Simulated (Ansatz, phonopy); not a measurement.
# NaF (Villiaumite, Fm-3m): thermal expansion from first principles, part 2 of 3

How much does NaF (Villiaumite) expand with temperature?

Measurements to reproduce:
- volume expansion coefficient 95.1 1e-6/K and heat capacity C_P per formula unit 46.9 J/mol/K near room temperature (given in “High-Throughput Prediction of Finite-Temperature Properties using the Quasi-Harmonic Approximation”, 2016, arXiv:1603.06924)
- volume expansion coefficient 102.6 1e-6/K near room temperature (given in “Descriptors for thermal expansion in solids”, 2017, arXiv:1701.03966)

Ansatz 0.2.0; DFT PBEsol, scalar-relativistic, plane waves, PAW.

So far. Step 4 (Tight relaxation): The residual pressure is -0.0036 GPa, small enough for phonons. Step 5 (Relaxing at another setting): The residual pressure is -0.0065 GPa, small enough for phonons.

## (6) The quasi-harmonic study, cutoff 550 eV, k-mesh 8×8×8

The study relaxes the crystal at several strains, solves the phonons on some of them and minimises the free energy at each temperature (static energy, vibrations, the electrons in a metal, and PV under a set pressure); the q-mesh sets how far the force constants reach.

input.yaml

```yaml
crystal:
  lattice:
    - [0.0, 2.3145907609, 2.3145907609]
    - [2.3145907609, 0.0, 2.3145907609]
    - [2.3145907609, 2.3145907609, 0.0]
  atoms:
    - { symbol: Na, position: [0.0, 0.0, 0.0] }
    - { symbol: F, position: [0.5, 0.5, 0.5] }
kpoints:
  mp_grid: { grid: [8, 8, 8] }
hamiltonian:
  xc: pbesol
scf:
  occupations: { method: fixed }
output:
  eigenvalues: true
basis:
  ecutwfc: 550.0
phonons:
  method: dfpt
  qmesh: [4, 4, 4]
  temperatures: { t_max: 800.0, t_step: 50 }
  thermal_expansion: {}
```

Command:

```console
$ ansatz run input.yaml --threads 4 --pin off --max-ram 8192MiB --backend cpu --events-out ev --progress --plain --runs-dir out
```

Numbers of over 12 decimals in the logs are rounded to 6 here.

Log:

```text
[...]
Crystal: 2 atoms, lattice volume = 24.800 Å³
Basis set: ecut = 550 eV, 725 PW (Γ), exchange–correlation on 54×54×54 points (8 copies of the dense FFT grid, shifted against one another)
Bands: 12, of which v1, the nominal top of the filled ones, is band 8 counted from 1 (7 counted from 0)
Symmetry: 48 space group operations
[...]
k-points: 29 of 512
[...]
SCF iter   1: F=—  HF=-2278.934796 eV  |F-HF|=—  |Δ(HF+E_count)|=         —  Δρ=1.15e-2  dr2=2.03e-2  ethr=1.77e-3  ⟨swp⟩=4.8  Hψ=1722  notcnv=0  defer=53
[...]
SCF iter   8: F=-2278.927689 eV  HF=-2278.927689 eV  |F-HF|=4.55e-13  |Δ(HF+E_count)|=  5.46e-12  Δρ=1.45e-8  dr2=2.40e-14  ethr=1.00e-12  ⟨swp⟩=5.0  Hψ=1247  notcnv=0
SCF 1 converged in 8 iterations: F = -2278.927689 eV  dr2 = 2.40e-14
[...]
relax step   1: F+E_penalty+E_count = -2278.92768879 eV  Δ(F+E_penalty+E_count) = +0.000e0 eV  max|allowed force component| = 1.182e-29 eV/Å  Δτ_max = 0.0000 Å  (8 SCF iters, accepted)
SCF converged after 8 iterations
Free energy (F): -2278.927689 eV
[...]
Internal energy: -2278.927689 eV  (E = F + TS)
E sigma→0 (E₀):  -2278.927689 eV
Fermi energy:    0.951372 eV
[...]
--- Stress (GPa, compression-positive) ---
       -0.006515      -0.000000      -0.000000
        0.000000      -0.006515       0.000000
        0.000000      -0.000000      -0.006515
  P = ⅓ Tr σ = -0.0065 GPa (-0.065 kbar)
--- Band table (eV; the first three rows and the last of 29) ---
  k-point 0: bands = [... 4 lower, -17.8133, 0.9514, 0.9514, 0.9514, 7.1479, 19.8030, 19.8030, 19.8030]
  k-point 1: bands = [... 4 lower, -17.6043, 0.6490, 0.9126, 0.9126, 7.6980, 18.0319, 20.0438, 20.0438]
  k-point 2: bands = [... 4 lower, -17.3291, 0.0364, 0.8202, 0.8202, 9.0182, 15.9429, 20.5798, 20.5798]
  k-point 28: bands = [... 4 lower, -17.3669, 0.0599, 0.0599, 0.3702, 14.0102, 14.0102, 16.1358, 17.7640]
── thermal expansion: 3 new cells, 3 in all ──
thermal expansion: relaxation of cell 2
thermal expansion: relaxation of cell 3
── thermal expansion: 2 new cells, 5 in all ──
thermal expansion: relaxation of cell 4
thermal expansion: lower-state search of cell 4
thermal expansion: phonons of cell 4
thermal expansion: relaxation of cell 5
thermal expansion: phonons of cell 5
── thermal expansion: 8 new cells, 13 in all ──
thermal expansion: relaxation of cell 6
thermal expansion: relaxation of cell 7
thermal expansion: relaxation of cell 8
thermal expansion: relaxation of cell 9
thermal expansion: relaxation of cell 10
thermal expansion: relaxation of cell 11
thermal expansion: relaxation of cell 12
thermal expansion: relaxation of cell 13
thermal expansion: phonons of cell 6
thermal expansion: phonons of cell 7
thermal expansion: phonons of cell 8
thermal expansion: phonons of cell 9
thermal expansion: phonons of cell 10
--- Relaxed structure (1 steps of the walk, 1 accepted, 0 SCFs on fresh bases) ---
  F+E_penalty+E_count = -2278.92768879 eV   max|allowed force component| = 1.182e-29 eV/Å
  atoms:
    - { symbol: Na, position: [0.0, 0.0, 0.0] }
    - { symbol: F, position: [0.5, 0.5, 0.5] }
--- Thermal expansion: 13 cells in 3 rounds, 0 GPa ---
  no lower state was reached at cell 4
  without vibrations: a 3.27316, b 3.27316, c 3.27316 Å, V 24.7963 Å³, B 48.48 GPa
  at 0 K: a 3.29230, b 3.29230, c 3.29230 Å, V 25.2339 Å³, B 46.10 GPa
  zero-point expansion: a +0.585, b +0.585, c +0.585, V +1.765 %
      T/K        a/Å        b/Å        c/Å       V/Å³ | expansion of a, b, c, V (1e-6/K)   | that of V in the mean from 25 °C | C_P, C_V (J/mol K of the cell) | B_T, B_S (GPa)
     0.00    3.29230    3.29230    3.29230    25.2339 |    0.00    0.00    0.00    0.00 |   70.51 |     0.000     0.000 |    46.10    46.10
   100.00    3.29440    3.29440    3.29440    25.2821 |   18.82   18.82   18.82   56.46 |   96.65 |    25.143    24.923 |    45.28    45.68
   200.00    3.30352    3.30352    3.30352    25.4927 |   33.86   33.86   33.86  101.58 |  111.88 |    42.500    41.144 |    42.80    44.21
   298.15    3.31570    3.31570    3.31570    25.7757 |   40.65   40.65   40.65  121.96 |       - |    48.521    45.769 |    39.98    42.39
   350.00    3.32295    3.32295    3.32295    25.9452 |   43.58   43.58   43.58  130.74 |  126.79 |    50.493    46.905 |    38.39    41.32
   450.00    3.33842    3.33842    3.33842    26.3092 |   49.45   49.45   49.45  148.35 |  136.30 |    53.627    48.128 |    35.05    39.05
   550.00    3.35615    3.35615    3.35615    26.7307 |   56.92   56.92   56.92  170.77 |  147.11 |    56.825    48.757 |    31.25    36.42
   650.00    3.37707    3.37707    3.37707    27.2335 |   68.26   68.26   68.26  204.79 |  160.74 |    61.083    49.121 |    26.76    33.27
   750.00    3.40339    3.40339    3.40339    27.8753 |   89.81   89.81   89.81  269.44 |  180.27 |    68.595    49.352 |    21.05    29.26
   800.00    3.42038    3.42038    3.42038    28.2949 |  111.63  111.63  111.63  334.88 |  194.74 |    75.989    49.439 |    17.37    26.69
  the static fit leaves 0.002 meV an atom of the energies and, of the stresses, 0.000 GPa of each cell's largest along a strain (root mean squares over the cells), whose Pulay part it has at -0.015 GPa
  vibrations' free energy: its fit leaves 0.0009 meV an atom at the most
  the electrons' free energy at temperature is not in it: every band gap is over 0.83 eV
  free energies summed between the sampled wave vectors
  estimated error of the fitted expansion in any direction: up to 23.889e-6/K, at 800 K (an estimate, not a bound: it was exceeded on models of known expansion)
  by sums over the sampled wave vectors an expansion of the volume parts by up to 7.42e-6/K
  by a static energy of one degree less an expansion of the volume parts by up to 3.74e-6/K
  the FFT grids of the static calculations differ: 25 × 25 × 25, 27 × 27 × 27
  band gaps on the cells' k-points are 5.417 to 6.355 eV
```

The job ended after 13 min (4 threads of Arm Neoverse N1, shared host; peak memory 0.82 GiB; 49 min of CPU time).

This step gave:

```yaml
pressure: -0.006515 GPa
volume_expansion_coefficient_at_298_k: 122.0 1e-6/K
c_p_at_298_k: 24.26 J/mol-atom/K
entropy_at_298_k: 27.46 J/mol-atom/K
isothermal_bulk_modulus_at_298_k: 39.98 GPa
grueneisen_parameter_at_298_k: 1.654
volume_at_298_k: 12.89 Å³/atom
principal_linear_expansion_coefficients_at_298_k: 40.65, 40.65, 40.65 1e-6/K
```

Strained cells of the study; zero-point energy where phonons were solved; the pressures are stresses at a fixed cutoff and can carry an offset from the finite basis. Expansion cells, by row:

```csv
cell,|a| (Å),|b| (Å),|c| (Å),V (Å³/atom),E - E_lowest (meV/atom),"pressure, compression positive (GPa)",gap (eV),zero-point energy (meV/atom)
1,3.273,3.273,3.273,12.4,0,-0.023,6.197,-
2,3.3,3.3,3.3,12.7,1.063,-1.118,6.074,-
3,3.247,3.247,3.247,12.11,1.083,1.201,6.323,-
4,3.273,3.273,3.273,12.4,0,-0.028,6.196,40.58
5,3.29,3.29,3.29,12.59,0.429,-0.728,6.119,39.61
6,3.305,3.305,3.305,12.76,1.504,-1.316,6.05,38.75
7,3.336,3.336,3.336,13.13,5.819,-2.441,5.91,36.96
8,3.368,3.368,3.368,13.51,12.74,-3.419,5.775,35.2
9,3.4,3.4,3.4,13.89,22.07,-4.263,5.645,33.47
10,3.432,3.432,3.432,14.3,33.63,-4.989,5.519,31.75
11,3.241,3.241,3.241,12.04,1.696,1.524,6.355,-
12,3.257,3.257,3.257,12.22,0.411,0.721,6.275,-
13,3.46,3.46,3.46,14.64,44.96,-5.516,5.417,-
```

Quasi-harmonic; a, b, c are the run's own cell vectors. Expansion, by row:

```csv
T (K),a (Å),b (Å),c (Å),alpha (deg),beta (deg),gamma (deg),cell volume (Å³/cell),alpha_a (1e-6/K),alpha_b (1e-6/K),alpha_c (1e-6/K),alpha_V (1e-6/K),C_P (J/mol-atom/K),C_V (J/mol-atom/K),S (J/mol-atom/K),B_T (GPa),B_S (GPa),Grueneisen,extrapolation,fit error (1e-6/K)
0,3.292,3.292,3.292,60,60,60,25.23,0,0,0,0,0,0,0,46.1,46.1,-,0,0
50,3.292,3.292,3.292,60,60,60,25.24,4.37,4.37,4.37,13.12,3.368,3.365,1.095,46.01,46.05,1.363,0,0.03
100,3.294,3.294,3.294,60,60,60,25.28,18.82,18.82,18.82,56.46,12.57,12.46,6.355,45.28,45.68,1.562,0,0.08
150,3.298,3.298,3.298,60,60,60,25.37,28.29,28.29,28.29,84.87,18.21,17.85,12.64,44.12,45.02,1.603,0,0.12
200,3.304,3.304,3.304,60,60,60,25.49,33.86,33.86,33.86,101.6,21.25,20.57,18.34,42.8,44.21,1.622,0,0.12
250,3.309,3.309,3.309,60,60,60,25.63,37.68,37.68,37.68,113,23.07,22.05,23.29,41.4,43.32,1.638,0,0.07
298.1,3.316,3.316,3.316,60,60,60,25.78,40.65,40.65,40.65,122,24.26,22.89,27.46,39.98,42.39,1.654,0,0.16
300,3.316,3.316,3.316,60,60,60,25.78,40.76,40.76,40.76,122.3,24.3,22.91,27.61,39.93,42.35,1.654,0,0.16
350,3.323,3.323,3.323,60,60,60,25.95,43.58,43.58,43.58,130.7,25.25,23.45,31.43,38.39,41.32,1.672,0,0.35
400,3.33,3.33,3.33,60,60,60,26.12,46.41,46.41,46.41,139.2,26.05,23.81,34.85,36.76,40.22,1.691,0,0.51
450,3.338,3.338,3.338,60,60,60,26.31,49.45,49.45,49.45,148.3,26.81,24.06,37.97,35.05,39.05,1.712,0,0.54
500,3.347,3.347,3.347,60,60,60,26.51,52.88,52.88,52.88,158.6,27.58,24.24,40.83,33.22,37.79,1.735,0,0.34
550,3.356,3.356,3.356,60,60,60,26.73,56.92,56.92,56.92,170.8,28.41,24.38,43.5,31.25,36.42,1.762,0,0.32
600,3.366,3.366,3.366,60,60,60,26.97,61.88,61.88,61.88,185.7,29.37,24.48,46.01,29.11,34.93,1.793,0,1.25
650,3.377,3.377,3.377,60,60,60,27.23,68.26,68.26,68.26,204.8,30.54,24.56,48.41,26.76,33.27,1.829,0,2.36
700,3.389,3.389,3.389,60,60,60,27.53,76.95,76.95,76.95,230.9,32.08,24.62,50.72,24.11,31.41,1.874,0,2.77
750,3.403,3.403,3.403,60,60,60,27.88,89.81,89.81,89.81,269.4,34.3,24.68,53.01,21.05,29.26,1.93,0,0.82
800,3.42,3.42,3.42,60,60,60,28.29,111.6,111.6,111.6,334.9,37.99,24.72,55.33,17.37,26.69,2.005,0,23.89
```

Expansion coefficient against temperature; values in 1e-6/K:

```csv
temperature (K),volume,principal 1
0,0,0
50,13.1,4.37
100,56.5,18.8
150,84.9,28.3
200,102,33.9
250,113,37.7
298,122,40.6
300,122,40.8
350,131,43.6
400,139,46.4
450,148,49.5
500,159,52.9
550,171,56.9
600,186,61.9
650,205,68.3
700,231,77.0
750,269,89.8
800,335,112
```

At 298 K the volume expansion is 122 × 10⁻⁶/K and B_T is 40.0 GPa.

## (7) Quasi-harmonic fit by phonopy

This step: DFT PBEsol, scalar-relativistic, plane waves, PAW (phonopy 4.10.0).

Numbers from this step:

```yaml
volume_expansion_coefficient_at_300_k: 121.8 1e-6/K
isothermal_bulk_modulus_at_300_k: 39.96 GPa
c_p_at_300_k: 24.35 J/mol-atom/K
grueneisen_parameter_at_300_k: 1.649
```

The energy (each curve on its own zero) by volume; values in meV/atom:

```csv
volume (Å³/atom),static,F at 0 K,F at 300 K,F at 800 K
12.402,0,3.96,8.97,22.4
12.588,0.43,3.42,7.39,17.9
12.759,1.5,3.64,6.63,14.4
13.127,5.82,6.16,6.98,8.84
13.505,12.7,11.3,9.76,5.38
13.895,22.1,18.9,14.8,3.73
14.295,33.6,28.8,21.7,3.55
```

Phonopy-qha, vinet fit of F(V) at each temperature. Qha vinet, by row:

```csv
T (K),fitted volume (Å³/atom),alpha_V (1e-6/K),B_T (GPa),C_P (J/mol-atom/K),Grueneisen
100,12.64,53.58,45.31,12.06,1.483
150,12.69,82.76,44.19,18.1,1.565
200,12.75,100.4,42.89,21.27,1.606
250,12.81,112.3,41.47,23.12,1.63
300,12.89,121.8,39.96,24.35,1.649
350,12.97,130.6,38.36,25.29,1.668
400,13.06,139.5,36.66,26.1,1.689
450,13.15,149.2,34.87,26.86,1.712
500,13.26,160.2,32.97,27.64,1.739
550,13.37,173,30.97,28.5,1.769
600,13.49,188.5,28.85,29.48,1.804
650,13.62,207.6,26.6,30.66,1.844
700,13.77,231.9,24.23,32.14,1.892
750,13.94,263.8,21.71,34.1,1.948
```

Volume expansion coefficient against temperature; values in 1e-6/K:

```csv
temperature (K),"phonopy-qha, Vinet",Ansatz's own study
100,53.6,56.5
150,82.8,84.9
200,100,102
250,112,113
300,122,122
350,131,131
400,140,139
450,149,148
500,160,159
550,173,171
600,188,186
650,208,205
700,232,231
750,264,269
```

The fit gives a volume expansion of 122 × 10⁻⁶/K at 300 K, against 122 at 298 K from the study itself, whose static fit uses more cells.

[end of part 2 of 3]

[Logs are printed without paths, hosts, clocks, repeated set-up lines and the standing remarks that a program may print on its own settings, such as how far it seeks lower states.]

[Hosts, paths, dates, database ids (printed as entryN), source tags and the programs' standing remarks are cut or masked in the printed files.]

[A step with changed settings may run another functional than the one named; its input shows which.]
